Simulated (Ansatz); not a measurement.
# CH3 on Mg(0001), ontop start, 2x2 cell: photoemission fingerprints, part 3 of 5

Wanted: core-level shifts and unfolded surface bands for CH3 on Mg(0001), ontop start, 2x2 cell.

Ansatz 0.2.0; DFT, PBE, plane-wave PAW, default files, scalar-relativistic.

So far, work function, upper face (eV): step 2 (the clean face) 3.76; step 3 (relaxing the atoms) 4.50.

**4. Bands by layer (continued)**

A(k,E), total over k along the path and E. Zero: Fermi level.

Ten even steps from '_' (0.02 eV⁻¹) to '@' (3.25 eV⁻¹), each cell a mean:
```
==++**==##++::____..----------::..__::==--::==::::..::++++++
++##==%%**::::::..__..........____..----::----::::--==++**==
**==##@@++..__..::....______....::::..--==--::++++++++====**
++++**++::::____..::::::::::::::..____..++====::::::..--==++
--++**::......______..........______..::======....::--##%%==
@@@@++--....::..__________________..::....==--++++****--++@@
@@%%--..::..__..::..__________..::::....::----==--::::--##@@
@@==--....::......::::::::::::::::......::--==::::--++####@@
::==::--..::::........................::..::++######**##**::
..::--::::..::::..................::::....::==****####==..__
__..--::::::..::::..............::::....::::--****==::..____
____::--::::..__..--::......::--::....::::::==....__________
______----..--..__..::::----::..__..::::::--::______________
______..--::..--::______________..--::..--::________________
________::--::..::--....__....::--..::----..________________
________..------..::----------::..::--==..__________________
..........::======--::::::::::::======--::..................
____________..--------::::::--==----::______________________
______________..----::------::----..________________________
__________________..----------::..__________________________
______________________......________________________________
____________________________________________________________
```
Columns: k along the path (Å⁻¹) from 0 to 3.11; rows upwards: E (eV) from -7.7 to 3.28.

A(k,E), top over k along the path and E. Zero: Fermi level.

Values in eV⁻¹, 12 rows by 16 columns, each cell a mean:
```
0.45 0.48 0.39 0.19 0.12 0.22 0.29 0.27 0.16 0.15 0.26 0.27 0.26 0.20 0.35 0.45
0.43 0.50 0.23 0.07 0.19 0.18 0.13 0.14 0.20 0.14 0.20 0.33 0.35 0.39 0.32 0.40
0.51 0.31 0.14 0.15 0.07 0.12 0.19 0.17 0.09 0.10 0.19 0.33 0.26 0.27 0.46 0.53
0.55 0.25 0.19 0.14 0.18 0.12 0.09 0.10 0.15 0.17 0.14 0.25 0.37 0.36 0.33 0.58
0.23 0.28 0.19 0.21 0.16 0.21 0.22 0.21 0.18 0.16 0.21 0.27 0.46 0.49 0.44 0.23
0.13 0.23 0.26 0.20 0.22 0.16 0.19 0.18 0.18 0.24 0.20 0.28 0.33 0.28 0.17 0.11
0.05 0.14 0.22 0.22 0.16 0.24 0.24 0.25 0.22 0.15 0.25 0.23 0.09 0.07 0.07 0.05
0.05 0.06 0.19 0.22 0.26 0.12 0.09 0.09 0.17 0.26 0.21 0.11 0.04 0.04 0.05 0.05
0.28 0.29 0.31 0.40 0.36 0.43 0.45 0.45 0.39 0.40 0.37 0.31 0.32 0.31 0.29 0.28
0.25 0.24 0.24 0.28 0.36 0.36 0.31 0.33 0.37 0.32 0.25 0.22 0.21 0.22 0.23 0.25
0.02 0.02 0.02 0.03 0.06 0.11 0.15 0.13 0.09 0.04 0.03 0.02 0.02 0.02 0.02 0.02
0.01 0.01 0.01 0.01 0.01 0.02 0.03 0.03 0.02 0.01 0.01 0.01 0.01 0.01 0.01 0.01
```
Columns: k along the path (Å⁻¹) from 0 to 3.11; rows upwards: E (eV) from -7.7 to 3.28.

A(k,E), middle over k along the path and E. Zero: Fermi level.

Ten even steps from '0' (0.00 eV⁻¹) to '9' (1.44 eV⁻¹), each cell a mean:
```
334354100000000000132121111343
453652110000000000121221112343
535750001000000011033212333335
334421000111111100014221111333
235201100000000000023331112562
675210110000000000111323444246
872110011000000011101223221258
932101001111111110011231123569
231201100011111000010144555662
022110110000000001101135577410
012111011000000011002127642000
002211101110001110011131100000
000321210011111000111320000000
000131121000000002112200000000
000023101210000121123100000000
000003220122222101231000000000
000000322100000012320000000000
000000132221112223200000000000
000000013322222232000000000000
000000000234344310000000000000
000000000001110000000000000000
000000000000000000000000000000
```
Columns: k along the path (Å⁻¹) from 0 to 3.11; rows upwards: E (eV) from -7.7 to 3.28.

A(k,E), bottom over k along the path and E. Zero: Fermi level.

Values in eV⁻¹, 12 rows by 16 columns, each cell a mean:
```
0.76 0.75 0.91 0.38 0.18 0.29 0.35 0.34 0.22 0.27 0.51 0.43 0.47 0.38 0.75 0.77
0.75 1.16 0.60 0.12 0.33 0.31 0.20 0.24 0.35 0.26 0.46 0.53 0.64 0.72 0.60 0.69
0.79 0.75 0.24 0.24 0.10 0.18 0.30 0.27 0.14 0.14 0.41 0.71 0.40 0.39 0.76 0.79
1.41 0.45 0.34 0.22 0.27 0.15 0.10 0.11 0.20 0.28 0.23 0.50 0.59 0.55 0.50 1.35
0.57 0.37 0.22 0.32 0.21 0.27 0.29 0.28 0.24 0.22 0.32 0.43 0.78 0.88 1.05 0.72
0.16 0.42 0.29 0.23 0.32 0.20 0.21 0.20 0.24 0.34 0.22 0.35 0.82 0.82 0.41 0.09
0.04 0.35 0.36 0.26 0.20 0.37 0.37 0.38 0.31 0.17 0.30 0.47 0.21 0.10 0.05 0.03
0.02 0.07 0.45 0.32 0.31 0.14 0.12 0.12 0.21 0.32 0.40 0.29 0.04 0.03 0.02 0.02
0.01 0.02 0.18 0.48 0.30 0.33 0.35 0.35 0.28 0.40 0.41 0.06 0.02 0.02 0.01 0.01
0.01 0.01 0.03 0.23 0.49 0.43 0.36 0.39 0.47 0.42 0.10 0.02 0.01 0.01 0.01 0.01
0.01 0.01 0.01 0.03 0.19 0.41 0.47 0.45 0.35 0.08 0.02 0.01 0.01 0.01 0.01 0.01
0.00 0.01 0.01 0.01 0.03 0.06 0.10 0.08 0.04 0.02 0.01 0.01 0.01 0.01 0.00 0.00
```
Columns: k along the path (Å⁻¹) from 0 to 3.11; rows upwards: E (eV) from -7.7 to 3.28.

Peaks of A(k,E) at the labelled points: for each region the eleven nearest the zero at most, each over 6 % of that point's highest, less those above the energy where the solved bands run out; weight and spread sum the levels within three half widths or 0.3 eV, so near peaks share levels. Peaks of the spectral function, the first 40 of 81 rows:

```
point  weight on  E (eV)  A (1/eV)  weight near the peak  rms spread of levels (eV)
    K      total   -4.96     0.786                 0.531                      0.067
    K      total    -1.7     0.319                  0.11                      0.178
    K      total   -0.28     5.114                 3.081                      0.061
    K      total     0.4     5.129                 2.987                      0.032
    K      total    1.58       2.1                 1.105                      0.131
    K      total    2.24     3.211                 1.923                      0.087
    K      total    3.14     2.176                  1.23                      0.077
    K        top   -4.96     0.767                  0.53                      0.067
    K        top   -1.72     0.183                 0.105                      0.177
    K        top    -0.3     0.438                 0.267                      0.126
    K        top    0.44     1.313                 0.799                       0.03
    K        top    1.18     0.385                  0.43                      0.219
    K        top    1.58      0.64                 0.423                      0.186
    K        top    2.26     0.677                 0.398                      0.123
    K        top    3.14     0.574                 0.343                      0.102
    K     middle   -0.28     2.458                 1.527                      0.052
    K     middle     0.4     1.438                 0.782                       0.03
    K     middle     1.6     0.606                 0.616                      0.315
    K     middle    2.24     1.264                  0.77                      0.062
    K     middle    3.14     0.634                 0.345                      0.059
    K     bottom   -0.28     2.216                 1.285                      0.027
    K     bottom    0.38     2.404                 1.404                      0.024
    K     bottom    1.58     0.854                 0.407                      0.037
    K     bottom    2.22     1.288                 0.753                      0.079
    K     bottom    3.14     0.967                 0.542                      0.064
    Γ      total   -6.62     1.712                 0.997                          0
    Γ      total   -5.82     1.749                 0.993                          0
    Γ      total   -4.56     1.772                  1.33                      0.165
    Γ      total   -2.86     1.557                 0.929                          0
    Γ      total   -1.58     0.738                 0.497                      0.162
    Γ      total   -0.62     1.081                   0.8                      0.162
    Γ      total     0.7     0.369                 0.136                      0.093
    Γ      total    1.38     1.393                 0.841                      0.071
    Γ      total    2.96     1.539                 0.993                      0.138
    Γ        top    -6.6     0.152                 0.072                          0
    Γ        top   -5.82     0.415                 0.231                          0
    Γ        top    -4.9     0.682                 0.644                      0.187
    Γ        top   -4.56     0.622                 0.644                      0.187
    Γ        top   -2.86     0.454                 0.268                          0
    Γ        top   -1.58     0.275                 0.196                      0.185
```

The DOS has structure finer than the step of the table below, so its rows give means over 0.5 eV, whole bins alone (the curve runs from -13.8 to 4.53 eV). Peaks (eV: height): total -4.97: 16.3, 1.73: 11.3, 2.33: 13.5, 4.22: 15.6; Mg 3s -4.08: 6.99, -2.88: 6.99, -2.48: 5.19, -1.77: 6.20; Mg 3p* 1.73: 10.1, 2.33: 11.3, 2.92: 9.97, 4.22: 14.1; C 2p -4.97: 7.42, -1.38: 1.27; H 1s -11.78: 2.77, -4.97: 4.86.

* holds the states left over by the projection beside any projected weight of its own. DOS against E, zero at the Fermi level; means over each step; values in states/eV/cell:

```
E (eV)    total   Mg 3s   Mg 3p*     C 2p     H 1s     C 2s
 -13.0        0       0        0        0        0        0
 -12.5  0.00101  1.7e-5        0   9.5e-6   4.1e-4   5.5e-4
 -12.0     2.79  0.0475   0.0431   0.0264     1.14     1.52
 -11.5     1.21  0.0206   0.0207   0.0115    0.496    0.662
 -11.0        0       0        0        0        0        0
 -10.5        0       0        0        0        0        0
 -10.0        0       0        0        0        0        0
  -9.5        0       0        0        0        0        0
  -9.0        0       0        0        0        0        0
  -8.5        0       0        0        0        0        0
  -8.0        0       0        0        0        0        0
  -7.5        0       0        0        0        0        0
  -7.0   0.0266  0.0265   9.6e-5   1.6e-5   1.4e-5   4.9e-6
  -6.5     1.02    1.02  0.00404   7.7e-4   5.7e-4   1.7e-4
  -6.0     1.69    1.67   0.0117  0.00383  0.00206   3.4e-4
  -5.5     3.28    3.08   0.0404    0.103   0.0633   8.0e-4
  -5.0     10.4    3.25    0.169     4.23     2.78   4.9e-4
  -4.5     3.60    2.89    0.104    0.371    0.239   5.6e-4
  -4.0     5.35    5.00    0.241   0.0759   0.0313   5.2e-4
  -3.5     3.93    3.56    0.268   0.0772   0.0181   8.1e-5
  -3.0     6.10    5.31    0.597    0.178   0.0177   4.8e-4
  -2.5     5.46    4.36    0.718    0.361   0.0132  0.00419
  -2.0     6.95    5.01     1.36    0.545   0.0200   0.0170
  -1.5     6.96    4.10     1.97    0.821   0.0172   0.0500
  -1.0     7.87    3.74     3.60    0.479   0.0134   0.0390
  -0.5     7.40    2.27     4.69    0.359   0.0306   0.0575
   0.0     8.81    2.47     6.07    0.192   0.0260   0.0499
   0.5     5.62    1.57     3.93   0.0818   0.0131   0.0224
   1.0     9.39    3.08     6.15   0.0995   0.0223   0.0321
   1.5     8.62    1.30     7.20   0.0512   0.0454   0.0301
   2.0     8.75    1.49     7.14   0.0282   0.0594   0.0357
   2.5     10.6    1.63     8.82   0.0370   0.0484   0.0308
   3.0     9.09   0.680     8.23   0.0455   0.0914   0.0488
   3.5     10.4   0.802     9.32   0.0324    0.157   0.0605
   4.0     14.4    1.07     12.9   0.0654    0.215   0.0598
```

This run's widths, added to any smearing of the DOS itself: Gaussian 0.6 eV, Lorentzian 0.1 eV. Intensity against binding energy, zero at the Fermi level; values in % of the maximum within 13 eV:

```
binding energy (eV)  21.2 eV  100 eV  1486.7 eV  9251.7 eV
                 -1    0.200   0.425       1.10       1.02
                  0     4.02    11.3       29.1       25.7
                  1     16.2    32.6       79.3       74.3
                  2     15.7    30.5       99.0       98.2
                  3     7.69    19.4       96.3       97.6
                  4     6.95    16.7       88.3       90.0
                  5     97.4    97.5       68.7       64.4
                  6     2.85    6.51       36.7       37.7
                  7    0.453   0.892       4.14       4.23
                  8    0.172   0.302      0.602      0.568
                  9   0.0990   0.273      0.416      0.351
                 10   0.0650   0.448      0.492      0.329
                 11   0.0462    4.07       3.39       1.60
                 12        -    71.4       57.8       26.0
                 13        -    1.03      0.893      0.447
```

Maxima picked by a test of local sharpness, so broad peaks and shoulders can be missing; peaks within 0.45 eV of a curve's cut are left out. Valence peaks, by row:

```
photon energy (eV)  binding energy (eV)  height (% of the maximum within 13 eV)  main shell  its share (%)
              21.2                 4.95                                     100        C 2p          70.08
              21.2                  1.4                                   20.82        C 2p          86.33
               100                 11.8                                   86.89        C 2s          91.51
               100                 4.95                                     100        C 2p          79.81
               100                  1.4                                   36.99        C 2p          55.34
              1487                 11.8                                   70.41        C 2s          97.48
              1487                  4.8                                   71.24       Mg 3s          91.31
              1487                    4                                   88.59       Mg 3s          99.13
              1487                 2.85                                   98.78       Mg 3s           98.3
              1487                  1.9                                     100       Mg 3s          95.23
              9252                 11.8                                   31.61        C 2s          96.22
              9252                    4                                   90.33       Mg 3s          99.86
              9252                 2.85                                     100       Mg 3s           99.7
              9252                  1.9                                   98.85       Mg 3s          98.91
```

The planar mean, electrostatic potential oscillates, so the rows of the table below give means over windows of 2.66 Å about each position, cut where the curve ends. Its maxima inside the range that stand out by 2 % of the span (Å: eV): 8.8: 0.894, 11.3: 0.936, 14.0: 0.999, 17.1: 3.05. Its minima: 7.6: -11.8, 10.1: -11.8, 12.7: -11.8, 15.4: -11.0, 18.1: 0.404.

From the Fermi level. Planar mean, electrostatic potential against z; means over each step:

```
z (Å)  planar mean, electrostatic potential (eV)
 1.33                                       3.86
 3.99                                       3.68
 6.65                                      -2.79
 9.31                                      -4.17
11.97                                      -4.10
14.63                                      -3.98
17.29                                       1.32
19.95                                       4.36
22.61                                       4.50
```

The intensity has structure finer than the step of the table below, so its rows give means over 1 eV, whole bins alone (the curve runs from -13.8 to 1.43 eV). Peaks (eV: height): C K -5.0: 97.8, -1.4: 19.5; C K, E along x -5.0: 146; C K, E along y -5.0: 147; C K, E along z -1.4: 58.1; Mg L2,3 -4.9: 67.7, -4.1: 94.9, -2.9: 98.6, -1.8: 90.4.

Shapes are the site's partial DOS without matrix elements, which overweights lines from ligand s bands. The intensity by emission energy less the core level's binding energy, zero at the Fermi level; means over each step; values in % of the unpolarised maximum:

```
emission energy less the core level's binding energy (eV)     C K  C K, E along x  C K, E along y  C K, E along z  Mg L2,3
                                                      -13  0.0183          0.0151          0.0152          0.0245   7.4e-4
                                                      -12   0.359          0.0198          0.0198            1.04    0.528
                                                      -11  0.0457          0.0269          0.0269          0.0833   0.0115
                                                      -10  0.0337          0.0387          0.0388          0.0237  0.00154
                                                       -9  0.0492          0.0606          0.0607          0.0263  0.00231
                                                       -8  0.0839           0.108           0.109          0.0346  0.00420
                                                       -7   0.188           0.252           0.253          0.0583     3.18
                                                       -6    1.09            1.51            1.53           0.236     31.1
                                                       -5    43.4            64.7            64.7           0.712     48.3
                                                       -4    2.83            2.83            2.79            2.87     65.6
                                                       -3    4.08           0.530           0.526            11.2     72.0
                                                       -2    10.3           0.227           0.225            30.5     75.3
                                                       -1    11.7           0.113           0.112            34.9     54.7
                                                        0    2.28          0.0610          0.0604            6.60     17.1
```

Broadened DOS, unweighted empty DOS against E, zero at the Fermi level; read off at these points:

```
E (eV)  broadened DOS, unweighted empty DOS (states/eV/cell)
 -0.93                                               0.00137
 -0.82                                               0.00576
 -0.62                                                0.0667
 -0.53                                                 0.184
 -0.42                                                 0.443
 -0.23                                                  1.72
 -0.12                                                  2.78
 -0.03                                                  3.98
  0.17                                                  5.86
  0.28                                                  6.24
  0.38                                                  6.32
  0.57                                                  6.49
  0.68                                                  6.87
  0.78                                                  7.44
  0.97                                                  8.53
  1.07                                                  8.81
  1.18                                                  8.88
  1.38                                                  8.75
  1.48                                                  8.74
  1.57                                                  8.80
  1.68                                                  8.87
  1.88                                                  9.02
  1.98                                                  9.21
  2.08                                                  9.54
  2.27                                                  10.3
  2.38                                                  10.4
  2.48                                                  10.3
  2.67                                                  9.82
  2.77                                                  9.58
  2.88                                                  9.38
  3.08                                                  9.08
  3.17                                                  9.09
  3.27                                                  9.31
  3.48                                                  10.5
  3.58                                                  11.3
  3.67                                                  12.1
  3.88                                                  13.3
  3.98                                                  13.7
```

Recipe: projected DOS times atomic cross section and asymmetry factor (unpolarised light, 45° from the beam), occupied states only, Fermi edge at 77 K, a Lorentzian width of 0.1 eV growing by 0 eV per eV of binding energy, and a resolution of 0.6 eV. Each atom is damped by exp[−depth/(λ cos θ)], θ = 30° from the normal, λ from the universal curve. Curves are cut 10 eV under the photon energy, above any shell that the free atom's threshold puts out of reach, or at the lower edge of the window: 11.2 eV at 21.2 eV, 13.8 eV at 100 eV, 13.8 eV at 1486.7 eV and 13.8 eV at 9251.7 eV. A star in tables and legends marks shells that hold the states left over by the projection (21.1 % of the filled ones), a stand-in for orbitals that the files don't project on. Matrix elements of the solid and inelastic losses aren't modelled, nor non-dipole terms, which matter above 3 keV.

How the area divides among the shells (%):

```
 shell  21.2 eV  100 eV  1486.7 eV  9251.7 eV
  H 1s     18.6     5.7        0.2        0.1
  C 2s      0.3    25.9       10.9        5.2
  C 2p     71.2    40.3        1.4        0.1
 Mg 3s      8.6    23.2       85.0       94.1
Mg 3p*      1.3     4.9        2.5        0.5
```

Cross sections used, in Mb an electron:

```
 shell  21.2 eV  100 eV  1486.7 eV  9251.7 eV
  H 1s      1.9   0.019     3.0e-6     6.0e-9
  C 2s     0.58    0.18     3.1e-4     1.3e-6
  C 2p      2.7   0.079     9.8e-6     6.5e-9
 Mg 3s     0.12   0.029     1.8e-4     1.4e-6
Mg 3p*    0.039   0.016     1.3e-5     1.7e-8
```

(Part 3 of 5 ends here.)

[Logs are printed without paths, hosts, clocks, repeated set-up lines and the standing remarks that a program may print on its own settings, such as how far it seeks lower states.]

[Hosts, paths, dates, database ids (printed as entryN), source tags and the programs' standing remarks are cut or masked in the printed files.]

[Maps of the electrostatic potential energy from Ansatz leave out the sawtooth potential of an applied field or a dipole correction, so their vacuum need not be flat; work functions include it.]
